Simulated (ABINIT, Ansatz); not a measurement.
# A GW chain in ABINIT: Sr2H6Os (Fm-3m)

Wanted: ground state, empty states, screening and self-energy for Sr2H6Os (Fm-3m).

Program: ABINIT 10.8.3. Level of theory: PBEsol and many-body steps on it, plane waves. Values are calculated unless marked as measured.

Report form: inputs, costs, results and the conclusion, without the logs.

### Step 1. The structure

It takes space group Fm-3m (No. 225, cubic). Conventional cell: a = 7.625 Å, b = 7.625 Å, c = 7.625 Å, α = 90.00°, β = 90.00°, γ = 90.00°. Nearest to Sr lie 12 H at 2.70 Å. Nearest to H lie 1 Os at 1.72 Å and 4 H at 2.44 Å and 4 Sr at 2.70 Å. Nearest to Os lie 6 H at 1.72 Å. Farther neighbours, and contacts between anions beyond the nearest, are not listed.

Structure file:

```cif
data_structure
_symmetry_space_group_name_H-M 'P 1'
_symmetry_Int_Tables_number 1
_cell_length_a 5.3914
_cell_length_b 5.3914
_cell_length_c 5.3914
_cell_angle_alpha 60.000
_cell_angle_beta 60.000
_cell_angle_gamma 60.000
_cell_volume 110.81
loop_
_atom_site_label
_atom_site_type_symbol
_atom_site_fract_x
_atom_site_fract_y
_atom_site_fract_z
_atom_site_occupancy
Sr1 Sr 0.75000 0.75000 0.75000 1
Sr2 Sr 0.25000 0.25000 0.25000 1
H3 H 0.77385 0.77385 0.22615 1
H4 H 0.22615 0.77385 0.22615 1
H5 H 0.77385 0.22615 0.22615 1
H6 H 0.22615 0.22615 0.77385 1
H7 H 0.77385 0.22615 0.77385 1
H8 H 0.22615 0.77385 0.77385 1
Os9 Os 0.00000 0.00000 0.00000 1
```

The cell and positions are those that the Materials Project relaxed with its own functionals (PBE, PBE+U or r2SCAN), kept fixed.

### Step 2. Ground state

This step: ABINIT 10.8.3; DFT, PBEsol, plane waves, norm-conserving pseudopotentials.

The ground-state density comes first.

The input, run.abi:

```
acell 3*1.0 Angstrom
rprim 
  -0.000000000000 3.812277830000 3.812277830000
  3.812277830000 -0.000000000000 3.812277830000
  3.812277830000 3.812277830000 0.000000000000
ntypat 3
znucl 38 1 76
natom 9
typat 1 1 2 2 2 2 2 2 3
xred 
  0.750000000000 0.750000000000 0.750000000000
  0.250000000000 0.250000000000 0.250000000000
  0.773847590000 0.773847590000 0.226152410000
  0.226152410000 0.773847590000 0.226152410000
  0.773847590000 0.226152410000 0.226152410000
  0.226152410000 0.226152410000 0.773847590000
  0.773847590000 0.226152410000 0.773847590000
  0.226152410000 0.773847590000 0.773847590000
  0.000000000000 0.000000000000 0.000000000000
pp_dirpath "pseudos"
pseudos "Sr.upf, H.upf, Os.upf"
ecut 33
ngkpt 6 6 6
nshiftk 1
shiftk 0 0 0
kptopt 1
chksymbreak 0
nband 29
occopt 1
tolvrs 1e-10
nstep 60
prtwf 0
optforces 0
optstress 0
indata_prefix "in"
outdata_prefix "out"
tmpdata_prefix "tmp"
```

The run is started by

```console
> OMP_NUM_THREADS=1 mpirun -n 4 abinit run.abi > log
```

Wall time 41 s (4 MPI ranks of Arm Neoverse V2, shared host); peak memory 0.43 GiB; 2.7 min of CPU time.

Numbers from this step:

| Property | Result |
| --- | --- |
| total energy | -4713.3794 eV |
| gap | 2.319 eV |
| k of the valence top | 0, 0, 0 |
| k of the conduction bottom | 0.5, 0.5, 0 |
| least direct gap | 2.383 eV |

The gap is indirect, with the least direct gap 0.06 eV higher.

### Step 3. Bands along the symmetry lines

The cheap functional maps the bands first; the places of the edges decide which points the dearer methods must see.

run.abi, as its differences from that of step 2:

```diff
@@ -22,14 +22,40 @@
 ecut 33
-ngkpt 6 6 6
-nshiftk 1
-shiftk 0 0 0
-kptopt 1
-chksymbreak 0
-nband 29
-occopt 1
-tolvrs 1e-10
-nstep 60
+iscf -2
+irdden 1
+kptopt 0
+nkpt 26
+kpt 
+  0.00000000 0.00000000 0.00000000
+  0.12500000 0.00000000 0.12500000
+  0.25000000 0.00000000 0.25000000
+  0.37500000 0.00000000 0.37500000
+  0.50000000 0.00000000 0.50000000
+  0.53125000 0.06250000 0.53125000
+  0.56250000 0.12500000 0.56250000
+  0.59375000 0.18750000 0.59375000
+  0.62500000 0.25000000 0.62500000
+  0.37500000 0.37500000 0.75000000
+  0.28125000 0.28125000 0.56250000
+  0.18750000 0.18750000 0.37500000
+  0.09375000 0.09375000 0.18750000
+  0.00000000 0.00000000 0.00000000
+  0.12500000 0.12500000 0.12500000
+  0.25000000 0.25000000 0.25000000
+  0.37500000 0.37500000 0.37500000
+  0.50000000 0.50000000 0.50000000
+  0.50000000 0.43750000 0.56250000
+  0.50000000 0.37500000 0.62500000
+  0.50000000 0.31250000 0.68750000
+  0.50000000 0.25000000 0.75000000
+  0.50000000 0.18750000 0.68750000
+  0.50000000 0.12500000 0.62500000
+  0.50000000 0.06250000 0.56250000
+  0.50000000 0.00000000 0.50000000
+istwfk *1
+nband 28
+nbdbuf 2
+tolwfr 1e-08
+nstep 40
 prtwf 0
-optforces 0
-optstress 0
+prtvol 0
 indata_prefix "in"
```

Elapsed: 33 s, on 4 MPI ranks; peak memory 0.38 GiB.

This step gave:

| Item | Value |
| --- | --- |
| gap | 2.319 eV |
| k of the valence top | 0, 0, 0 |
| k of the conduction bottom | 0.5, 0, 0.5 |
| least direct gap | 2.383 eV |

The gap is 2.319 eV, as in the run before at this level.

Electronic bands along the path, in eV, zero at the top of the highest filled band:

```tsv
point	band 18	band 19	band 20	band 21	band 22	band 23	band 24	band 25
Γ	-2.39	0.00	0.00	0.00	3.88	4.02	4.02	7.35
halfway	-2.06	-0.32	-0.02	-0.02	3.35	3.71	5.36	5.56
X	-1.69	-0.71	-0.06	-0.06	2.32	3.33	4.41	4.73
halfway	-1.66	-0.59	-0.07	-0.07	2.40	3.44	4.29	4.61
U	-1.59	-0.39	-0.10	-0.09	2.59	3.76	4.25	4.34
jump to K	-1.59	-0.39	-0.10	-0.09	2.59	3.76	4.25	4.34
halfway	-1.87	-0.24	-0.07	-0.05	3.64	3.98	4.68	5.46
Γ	-2.39	0.00	0.00	0.00	3.88	4.02	4.02	7.35
halfway	-2.04	-0.18	-0.04	-0.04	3.98	3.98	4.96	5.07
L	-1.67	-0.39	-0.09	-0.09	3.91	4.09	4.09	4.81
halfway	-1.63	-0.26	-0.16	-0.08	2.98	4.07	4.31	4.44
W	-1.74	-0.23	-0.23	-0.05	2.65	3.95	3.95	4.33
halfway	-1.71	-0.49	-0.10	-0.06	2.47	3.54	4.21	4.53
X	-1.69	-0.71	-0.06	-0.06	2.32	3.33	4.41	4.73
```

### Step 4. Empty states on the mesh, 2×2×2 mesh, 221 bands

The sums over transitions need many empty states on a uniform mesh; this step solves for them.

The input, run.abi:

```
acell 3*1.0 Angstrom
rprim 
  -0.000000000000 3.812277830000 3.812277830000
  3.812277830000 -0.000000000000 3.812277830000
  3.812277830000 3.812277830000 0.000000000000
ntypat 3
znucl 38 1 76
natom 9
typat 1 1 2 2 2 2 2 2 3
xred 
  0.750000000000 0.750000000000 0.750000000000
  0.250000000000 0.250000000000 0.250000000000
  0.773847590000 0.773847590000 0.226152410000
  0.226152410000 0.773847590000 0.226152410000
  0.773847590000 0.226152410000 0.226152410000
  0.226152410000 0.226152410000 0.773847590000
  0.773847590000 0.226152410000 0.773847590000
  0.226152410000 0.773847590000 0.773847590000
  0.000000000000 0.000000000000 0.000000000000
pp_dirpath "pseudos"
pseudos "Sr.upf, H.upf, Os.upf"
ecut 33
ngkpt 2 2 2
nshiftk 1
shiftk 0 0 0
kptopt 1
chksymbreak 0
iscf -2
irdden 1
istwfk *1
nband 221
nbdbuf 20
tolwfr 1e-09
nstep 60
prtvol 0
indata_prefix "in"
outdata_prefix "out"
tmpdata_prefix "tmp"
```

The job ended after 61 s (4 MPI ranks; peak memory 0.42 GiB).

Read from the output:

```
gap                                                           : 2.319 eV
k of the valence top                                          : 0, 0, 0
k of the conduction bottom                                    : 0.5, 0.5, 0
least direct gap                                              : 2.383 eV
k points computed                                             : 3
lowest point of the top converged band, above the valence top : 70.4247 eV
```

On this mesh the gap is 2.319 eV.

### Step 5. Screening, 2×2×2 mesh, 201 bands, screening to 176.9 eV

The RPA dielectric matrix is built and inverted for each q.

This step: RPA screening on PBEsol, plane waves, norm-conserving pseudopotentials.

run.abi, as its differences from that of step 4:

```diff
@@ -27,10 +27,11 @@
 chksymbreak 0
-iscf -2
-irdden 1
 istwfk *1
-nband 221
-nbdbuf 20
-tolwfr 1e-09
-nstep 60
-prtvol 0
+occopt 1
+irdwfk 1
+optdriver 3
+nband 201
+ecuteps 6.5
+inclvkb 2
+awtr 1
+symchi 1
 indata_prefix "in"
```

Elapsed: 34 s, on 4 MPI ranks; peak memory 1.7 GiB.

This step gave:

```
ε∞ with local fields, on this mesh    : 4.356
ε∞ without local fields, on this mesh : 5.343
plasma frequency                      : 22.86 eV
plane waves in the screening matrix   : 609
```

Local fields lower ε∞ by 18 %. On a Γ-centred mesh this coarse the value itself is usually too large, while a short band sum pulls it down.

### Step 6. Self-energy, 2×2×2 mesh, 201 bands, screening to 176.9 eV

The self-energy is evaluated for the states that the input lists, and the quasiparticle equation is solved.

This step: G0W0 on PBEsol, plane waves, norm-conserving pseudopotentials.

run.abi, as its differences from that of step 5:

```diff
@@ -30,8 +30,17 @@
 irdwfk 1
-optdriver 3
+optdriver 4
 nband 201
+gwcalctyp 0
+ecutsigx 33
+symsigma 1
+nkptgw 2
+kptgw 
+  0.0000000000 0.0000000000 0.0000000000
+  0.5000000000 0.5000000000 0.0000000000
+bdgw 
+  19 24
+  20 23
 ecuteps 6.5
-inclvkb 2
-awtr 1
-symchi 1
+irdscr 1
+ppmodel 1
 indata_prefix "in"
```

Wall time 29 s (4 MPI ranks); peak memory 1.5 GiB.

Numbers from this step:

```
G0W0 gap on the mesh                         : 3.515 eV
starting gap on the mesh                     : 2.319 eV
k of the valence top                         : 0, 0, 0
k of the conduction bottom                   : 0.5, 0.5, 0
Z at the valence top                         : 0.789
Z at the conduction bottom                   : 0.829
least direct G0W0 gap on the computed points : 3.552 eV
```

The gap on the mesh goes from 2.32 eV to 3.51 eV, a correction of +1.20 eV.

Limits: finite bands, cutoff and mesh; no spin polarisation; d states lean on the start; no spin-orbit coupling; coarse k mesh. v1 is the top filled band, c1 the lowest empty one. The levels before and after the correction (eV, zero at the valence-band top of each column):

```tsv
	conduction bottom	valence top
Kohn-Sham	2.32	0.00
G0W0	3.52	0.00
```

```tsv
	level	energy (eV)
Kohn-Sham	Γ v3-v1	0.000
Kohn-Sham	Γ c1	3.884
Kohn-Sham	Γ c2-c3	4.024
Kohn-Sham	(0.5 0.5 0) v2-v1	-0.063
Kohn-Sham	(0.5 0.5 0) c1	2.320
Kohn-Sham	(0.5 0.5 0) c2	3.333
G0W0	Γ v3-v1	0.000
G0W0	Γ c1	4.730
G0W0	Γ c2-c3	5.471
G0W0	(0.5 0.5 0) v2-v1	-0.037
G0W0	(0.5 0.5 0) c1	3.515
G0W0	(0.5 0.5 0) c2	4.468
```

### Step 7. Where the time went

Times are wall times on 4 MPI ranks of Arm Neoverse V2, shared host, good to a factor of about two.

```tsv
step	time	share	memory (GiB)
ground state	41 s	21 %	0.43
bands along the symmetry lines	33 s	17 %	0.38
empty states on the mesh	61 s	31 %	0.42
screening	34 s	17 %	1.7
self-energy	29 s	15 %	1.5
```

### Step 8. Outcome

```yaml
pbesol_gap: 2.32 eV, indirect
g0w0_gap_on_the_mesh: 3.51 eV
gw_settings: 2×2×2 mesh, 201 bands, screening to 176.9 eV, Godby-Needs plasmon pole
known_limits: short of the basis limit; no spin polarisation; d states lean on the start; no spin-orbit coupling; coarse k mesh
```

**Reading.** G0W0 moves the gap on the mesh from 2.32 eV to 3.51 eV (+1.20 eV), with Z of 0.79 and 0.83 at the edges. Local fields lower the RPA ε∞ on this mesh from 5.34 to 4.36; a Γ-centred mesh this coarse tends to raise both, most where the direct gap is narrow, while a short band sum lowers them. Bands and cutoff are finite, so the gap stands short of the basis limit, usually by up to a few tenths of an eV; the mesh is an error of its own. The 2×2×2 mesh is coarse for this cell, which bears on the long-range parts of exchange and screening. The runs have no spin polarisation. For a closed low-spin shell that is the natural state; where a d or f shell is open it is a constraint, and the gap is then not the crystal's own. With d states at the gap, one-shot GW leans hard on its start. The many-body steps are scalar-relativistic: spin-orbit coupling is not in them.

[Long decimals in the printed logs are rounded to 6 places.]

[Logs are printed without paths, hosts, clocks, repeated set-up lines and the standing remarks that a program may print on its own settings, such as how far it seeks lower states.]

[Paths, hosts, dates, memory and timing lines, banners, echoed tables and standing remarks are left out of the program output; an Ansatz launch command may be rebuilt from the run's recorded settings. Measured values are a selection of at most five: reports struck by readers or far from the other reports are left out. None is set beside runs whose start may be inverted or whose files or cutoffs have a known fault.]

[Runs of the session that timed out or met a known fault of the program may be left out.]

[Hosts, paths, dates, database ids (printed as entryN), source tags and the programs' standing remarks are cut or masked in the printed files.]

[G0W0 gaps are taken among the corrected bands and points alone; a level outside them can change the order at an edge.]

[Where Ansatz stands beside ABINIT at settings called matched, ABINIT's density can come from a denser mesh and the files from another edition; pairs whose starting gaps differed by over 0.03 eV were left out, so agreement reads better than it is.]
